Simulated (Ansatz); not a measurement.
BaSrYBiO6 (F-43m), computed twice by G0W0.

It takes space group F-43m (No. 216, cubic). The conventional cell has a = 8.657 Å, b = 8.657 Å, c = 8.657 Å, α = 90.00°, β = 90.00°, γ = 90.00°. Ba has 12 O at 3.06 Å nearest. Sr has 12 O at 3.06 Å nearest. Nearest to Y lie 6 O at 2.21 Å. Nearest to Bi lie 6 O at 2.11 Å. Nearest to O lie 1 Bi at 2.11 Å and 1 Y at 2.21 Å and 2 Ba at 3.06 Å and 2 Sr at 3.06 Å. Farther neighbours and most contacts between anions are not listed.

```
Ba Sr Y Bi O
1.0
     0.00000    4.32836    4.32836
     4.32836    0.00000    4.32836
     4.32836    4.32836    0.00000
Ba Sr Y Bi O
1 1 1 1 6
Direct
  0.25000 0.25000 0.25000
  0.75000 0.75000 0.75000
  0.50000 0.50000 0.50000
  0.00000 0.00000 0.00000
  0.75582 0.24418 0.24418
  0.24418 0.75582 0.75582
  0.75582 0.75582 0.24418
  0.24418 0.24418 0.75582
  0.24418 0.75582 0.24418
  0.75582 0.24418 0.75582
```

The cell and positions are those that the Materials Project relaxed with its own functionals (PBE, PBE+U or r2SCAN), kept fixed. Spin-orbit coupling is left out unless a run names it.

The first (Ansatz 0.2.0; start PBE, 2×2×2 mesh, 676 empty bands, screening to 150 eV, PAW set soft_1 files; 1 × NVIDIA H100 80GB HBM3 (shared by 6 runs) with 2 threads of AMD EPYC 7R13 (Zen 3), shared host) gave, on its mesh: starting gap 1.96 eV, G0W0 gap 3.41 eV, RPA ε∞ (mean) 5.12, 13 s.

Question: The second changes start from PBE to PBE+U(Y-d,10). What does it give?

It gave: starting gap 1.81 eV, G0W0 gap 3.40 eV, RPA ε∞ (mean) 4.72, 16 s. The G0W0 gap moves by −0.003 eV, −0.15 eV from the start and +0.15 eV from the correction. Σc changes by +0.01 eV at the valence top and +0.06 eV at the conduction bottom, and Σx − Vxc between them by +0.10 eV.

Limits: not at the basis limit; no spin-orbit coupling; coarse k mesh.

[Paths, hosts, dates, memory and timing lines, banners, echoed tables and standing remarks are left out of the program output.]

[Logs are printed without paths, hosts, clocks, repeated set-up lines and the standing remarks that a program may print on its own settings, such as how far it seeks lower states.]

[Runs of the session that timed out or met a known fault of the program may be left out.]

[Cells called generated may have been cut or substituted from an entry of the Crystallography Open Database or the Materials Project.]

[Hosts, paths, dates, database ids (printed as entryN), source tags and the programs' standing remarks are cut or masked in the printed files.]
